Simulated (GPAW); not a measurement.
# InSe (R3m): G0W0 with GPAW, start to end, part 2 of 2

Aim: the G0W0 gap of InSe (R3m) on LDA, step by step.

GPAW 26.7.0; LDA and many-body steps on it, plane waves. Known limits of the many-body steps: not at the basis limit; no spin-orbit coupling.

So far. Step 3 (Bands along the symmetry lines): The gap is 0.169 eV, as in the run before at this level. Step 4 (Empty states on the mesh, 4×4×4 mesh, 271 bands): On this mesh the gap is 0.169 eV.

## 5. Screening and self-energy, 4×4×4 mesh, 261 bands, screening to 100 eV

G0W0 replaces the xc potential by the self-energy, built once from these orbitals. Only a window of levels is corrected, while the sums run over the empty bands that the input names.

This step: G0W0 on LDA, plane waves, PAW.

run.py reads:

```python
import json
import numpy as np
from gpaw.mpi import world
from gpaw.response.g0w0 import G0W0

gw = G0W0('full.gpw',
    filename='gw',
    kpts=[0, 12],
    bands=(17, 21),
    ecut=100,
    nbands=261,
    integrate_gamma='WS',
    ppa=True)
gw.calculate()
res = {mode: {k: v for k, v in r.items() if k != 'sigma_eskwn'}
       for mode, r in gw.all_results.items()}

if world.rank == 0:
    with open('result.json', 'w') as f:
        json.dump(res, f, default=lambda x: x.tolist())
```

On the command line:

```bash
mpirun -n 4 gpaw python run.py
```

Numbers of over 12 decimals in the logs are rounded to 6 here.

The program printed:

```text
Using integrator: PointIntegrator
FrequencyGridDescriptor(from 0.000+0.000j to 0.000+27.211j eV, 2 points)
Nonperiodic BCs:  [False False False]
Using integrator: PointIntegrator
FrequencyGridDescriptor(from 0.000+0.000j to 0.000+27.211j eV, 2 points)
Nonperiodic BCs:  [False False False]
  ___  _ _ _
 |   || | | |
 | | || | | |
 |__ ||_____|
 |___|

BZ k-points: Symmetries present (total): 6

  [... matrices ...]
64 k-points: 4 x 4 x 4 Monkhorst-Pack grid + [1/8,1/8,1/8]
13 k-points in the irreducible part of the Brillouin zone
       k-points in crystal coordinates                weights
   0:     0.00000000    0.00000000    0.00000000          1/64
   1:     0.25000000    0.00000000   -0.25000000          6/64
   2:     0.25000000    0.00000000    0.00000000          6/64
   3:     0.25000000    0.25000000   -0.25000000          6/64
   4:     0.25000000    0.25000000    0.00000000          6/64
   5:     0.25000000    0.25000000    0.25000000          2/64
   6:     0.50000000    0.00000000    0.00000000          3/64
   7:     0.50000000    0.25000000   -0.25000000          6/64
   8:     0.50000000    0.25000000    0.00000000         12/64
   9:     0.50000000    0.25000000    0.25000000          6/64
          ...
  12:     0.50000000    0.50000000    0.50000000          1/64

Distributing spins, k-points and bands (1 x 2 x 4) over 4 processes
Number of blocks: 1

Quasi particle states:
k-points (IBZ indices): [0, 12]
Band range: (17, 21)
  [... matrices ...]
Computational parameters:
Plane wave cut-off: 100 eV
Number of bands: 261
Coulomb cutoff: None
Broadening: 0.1 eV

fxc modes: GW
Kernel: RPA
Using Godby-Needs plasmon-pole approximation:
  Fitting energy: i*E0, E0 = 1.000 Hartree
Summing all q:

Calculating screened Coulomb potential
No Coulomb truncation
FrequencyGridDescriptor(from 0.000+0.000j to 0.000+27.211j eV, 2 points)
Removing empty qpoint cache files...

Calculating chi0 body with:
    Ground state adapter containing:
    Number of spins: 1
    Number of kpoints: 64
    Number of irreducible kpoints: 13
    Number of completely occupied states: 19
    Number of partially occupied states: 19
    Occupied states memory: 26.418686 M / cpu

    Linear response parametrization:
    q_c: [0.0, 0.0, 0.0]
    Number of frequency points: 2
    Planewave cutoff: 100.0
    Number of bands: 261
    Number of planewaves: 277
    Broadening (eta): 1e-06
    comm.size: 4
    kncomm.size: 4
    blockcomm.size: 1

    Memory estimate of potentially large arrays:
        chi0_wGG: 2.341583 M / cpu
Integrating chi0 body.

Symmetries of q_c:
    Direct symmetries (Uq -> q): 6
    Indirect symmetries (TUq -> q): 6
In total 12 allowed symmetries.

  [... matrices ...]
13 groups of equivalent kpoints. 79.6875% reduction.

Integral kind: response function
Integrating chi0 head and wings.

Symmetries of q_c:
    Direct symmetries (Uq -> q): 6
    Indirect symmetries (TUq -> q): 6
In total 12 allowed symmetries.

  [... matrices ...]
13 groups of equivalent kpoints. 79.6875% reduction.

Integral kind: response function wings

Calculating chi0 body with:
    Ground state adapter containing:
    Number of spins: 1
    Number of kpoints: 64
    Number of irreducible kpoints: 13
    Number of completely occupied states: 19
    Number of partially occupied states: 19
    Occupied states memory: 26.418686 M / cpu

[... the further q-points ...]

Results:
f:      Occupation numbers
eps:     KS-eigenvalues [eV]
vxc:     KS vxc [eV]
exx:     Exact exchange [eV]
sigma:   Self-energies [eV]
dsigma:  Self-energy derivatives
Z:       Renormalization factors
qp:      QP-energies [eV]

k-point 0 (0): (0.000, 0.000, 0.000)                GW
band       f     eps     vxc     exx   sigma  dsigma       Z      qp
                                                                   GW
  17   1.000   3.339 -16.017 -18.089   1.784  -0.283   0.779   3.115
  18   1.000   3.339 -16.017 -18.089   1.784  -0.283   0.779   3.115
  19   0.000   6.183 -15.108 -10.920  -3.329  -0.266   0.790   6.861
  20   0.000   6.458 -13.094  -8.614  -3.688  -0.244   0.804   7.095

k-point 1 (12): (0.500, 0.500, 0.500)                GW
band       f     eps     vxc     exx   sigma  dsigma       Z      qp
                                                                   GW
  17   1.000   3.420 -16.201 -18.249   1.775  -0.283   0.779   3.206
  18   1.000   4.570 -15.104 -16.016   0.770  -0.272   0.786   4.458
  19   0.000   4.740 -14.395 -10.751  -2.822  -0.251   0.799   5.397
  20   0.000   6.543 -13.052  -8.430  -3.807  -0.248   0.802   7.196
```

Elapsed: 17 min, on 4 MPI ranks of Arm Neoverse V1, shared host; peak memory 4 GiB; 68 min of CPU time.

Numbers from this step:

```yaml
g0w0_gap_on_the_points_computed: 0.9390 eV
least_direct_g0w0_gap_on_the_computed_points: 0.9390 eV
z_at_the_valence_top: 0.7861
z_at_the_conduction_bottom: 0.7993
starting_gap_on_the_mesh: 0.1694 eV
k_of_the_valence_top: 0.5, 0.5, 0.5
k_of_the_conduction_bottom: 0.5, 0.5, 0.5
```

The gap on the mesh goes from 0.17 eV to 0.94 eV, a correction of +0.77 eV.

Limits: finite bands, cutoff and mesh; no spin-orbit coupling. v1 is the top filled band, c1 the lowest empty one. Levels before and after the correction, in eV, zero at the valence-band top of each column:

```
           conduction bottom  valence top
Kohn-Sham               0.17         0.00
     G0W0               0.94         0.00
```

```
                      level  energy (eV)
Kohn-Sham  (0.5 0.5 0.5) v2       -1.150
Kohn-Sham  (0.5 0.5 0.5) v1        0.000
Kohn-Sham  (0.5 0.5 0.5) c1        0.169
Kohn-Sham  (0.5 0.5 0.5) c2        1.973
     G0W0  (0.5 0.5 0.5) v2       -1.252
     G0W0  (0.5 0.5 0.5) v1        0.000
     G0W0  (0.5 0.5 0.5) c1        0.939
     G0W0  (0.5 0.5 0.5) c2        2.738
```

## 6. Where the time went

Times are wall times on 4 MPI ranks of Arm Neoverse V1, shared host, good to a factor of about two.

```
                          step    time  share  memory (GiB)
                  ground state    87 s    7 %           1.2
bands along the symmetry lines    58 s    5 %           1.2
      empty states on the mesh    95 s    8 %           3.0
     screening and self-energy  17 min   81 %             4
```

## 7. What came out

```json
{"LDA gap": "0.17 eV, direct", "G0W0 gap on the mesh": "0.94 eV", "GW settings": "4×4×4 mesh, 261 bands, screening to 100 eV, Godby-Needs plasmon pole", "known limits": "not at the basis limit; no spin-orbit coupling"}
```

What this shows: G0W0 moves the gap on the mesh from 0.17 eV to 0.94 eV (+0.77 eV), with Z of 0.79 and 0.80 at the edges. Only 2 of the mesh's irreducible points were corrected, so a valley elsewhere could overtake. The dearest step here is «screening and self-energy». Bands and cutoff are finite, so the gap is not at the basis limit. The miss can reach some tenths of an eV and take either sign; the mesh is an error of its own. These stock PAW sets were not made for GW; the filled d or f shell of Se lies in the frozen core, which bears on start and correction. In the G0W0 run levels were corrected at 2 k points alone, so a gap called «on the mesh» is the least over those, and an edge elsewhere would be missed. The many-body steps are scalar-relativistic: spin-orbit coupling is not in them.

[Paths, hosts, dates, memory and timing lines, banners, echoed tables and standing remarks are left out of the program output.]

[Logs are printed without paths, hosts, clocks, repeated set-up lines and the standing remarks that a program may print on its own settings, such as how far it seeks lower states.]

[Runs of the session that timed out or met a known fault of the program may be left out.]

[Hosts, paths, dates, database ids (printed as entryN), source tags and the programs' standing remarks are cut or masked in the printed files.]
